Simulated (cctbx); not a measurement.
# A crystallographic session in cctbx: La3NiRhS7

Library: cctbx 2025.11.

## 1. Energy scan

run.py:

```python
from cctbx import adptbx, crystal, miller, xray
from cctbx.array_family import flex
from cctbx.eltbx import sasaki

cs = crystal.symmetry(unit_cell=(9.88, 9.88, 6.172, 90, 90, 120), space_group_symbol='Hall: P 6c')  # P6_3
atoms = [  # label, site, U (iso, or U11 U22 U33 U12 U13 U23 in A^2), occupancy
    ("La1", (0.2235, 0.8527, 0.6991), (0.0051, 0.0048, 0.0047, 0.0027, 0.0004, 0.0003), 1),
    ("Rh1", (2/3, 1/3, 0.6275), (0.0041, 0.0041, 0.0041, 0.0021, 0.0000, 0.0000), 1),
    ("Ni1", (0, 0, 0.5078), (0.0055, 0.0055, 0.0052, 0.0028, 0.0000, 0.0000), 1),
    ("S1", (2/3, 1/3, 0.0008), (0.0059, 0.0059, 0.0058, 0.0029, 0.0000, -0.0000), 1),
    ("S2", (0.0782, 0.5692, 0.9604), (0.0069, 0.0062, 0.0064, 0.0030, 0.0006, 0.0010), 1),
    ("S3", (0.239, 0.1427, 0.7662), (0.0061, 0.0057, 0.0055, 0.0034, -0.0002, -0.0002), 1),
]
xs = xray.structure(crystal_symmetry=cs)
for label, site, u, occ in atoms:
    u = adptbx.u_cif_as_u_star(cs.unit_cell(), u) if isinstance(u, tuple) else u
    xs.add_scatterer(xray.scatterer(label, site=site, u=u, occupancy=occ))
hkl = [(2, 1, 1), (0, 3, 0), (0, 1, 2), (2, 1, 0)]
ms = miller.set(cs, flex.miller_index(hkl + [tuple(-v for v in h) for h in hkl]), anomalous_flag=True)
print("E (eV)    f'(Rh)   f''   " + "".join("%16s" % ("|F|" + " ".join(map(str, h))) for h in hkl))
for e in [22620, 22970, 23100, 23160, 23190, 23205, 23212, 23216, 23224, 23228, 23235, 23250, 23280, 23370, 23620]:
    xs.set_inelastic_form_factors(12398.42 / e, "sasaki")
    t = sasaki.table("Rh").at_ev(e)
    f = flex.abs(ms.structure_factors_from_scatterers(xs, algorithm="direct").f_calc().data())
    n = len(hkl)
    print("%7.0f %7.2f %6.2f  " % (e, t.fp(), t.fdp()) + "".join("%9.1f/%6.1f" % (f[k], f[k + n]) for k in range(n)))
```

```console
$ python run.py
```

```text
E (eV)    f'(Rh)   f''           |F|2 1 1        |F|0 3 0        |F|0 1 2        |F|2 1 0
  22620   -3.25   0.57       69.2/  68.9     19.7/  19.7     33.3/  34.7     16.4/  16.4
  22970   -3.99   0.56       68.4/  68.2     18.3/  18.3     32.9/  34.2     15.7/  15.7
  23100   -4.67   0.55       67.8/  67.5     16.9/  16.9     32.5/  33.8     15.0/  15.0
  23160   -5.33   0.55       67.1/  66.9     15.6/  15.6     32.2/  33.5     14.4/  14.4
  23190   -5.98   0.55       66.5/  66.2     14.3/  14.3     31.8/  33.1     13.7/  13.7
  23205   -6.62   0.55       65.9/  65.7     13.1/  13.1     31.5/  32.8     13.1/  13.1
  23212   -7.19   0.55       65.4/  65.1     11.9/  11.9     31.2/  32.5     12.6/  12.6
  23216   -7.80   0.55       64.9/  64.6     10.7/  10.7     30.9/  32.1     12.0/  12.0
  23224   -8.75   3.65       68.8/  59.2     10.9/  10.9     27.8/  34.4     11.2/  11.2
  23228   -7.54   3.65       69.7/  60.3     12.9/  12.9     28.4/  34.9     12.3/  12.3
  23235   -6.80   3.65       70.3/  61.0     14.2/  14.2     28.8/  35.3     13.1/  13.1
  23250   -6.06   3.64       71.0/  61.8     15.6/  15.6     29.2/  35.7     13.8/  13.8
  23280   -5.34   3.63       71.6/  62.5     16.9/  16.9     29.7/  36.0     14.5/  14.5
  23370   -4.39   3.61       72.4/  63.5     18.6/  18.6     30.2/  36.5     15.4/  15.4
  23620   -3.37   3.54       73.3/  64.7     20.5/  20.5     30.9/  37.0     16.4/  16.4
```

Run time: 0.43 s on 1 thread of Arm Neoverse N1, on a shared host, peak memory 0.07 GiB.

[Logs are printed without paths, hosts, clocks, repeated set-up lines and the standing remarks that a program may print on its own settings, such as how far it seeks lower states.]
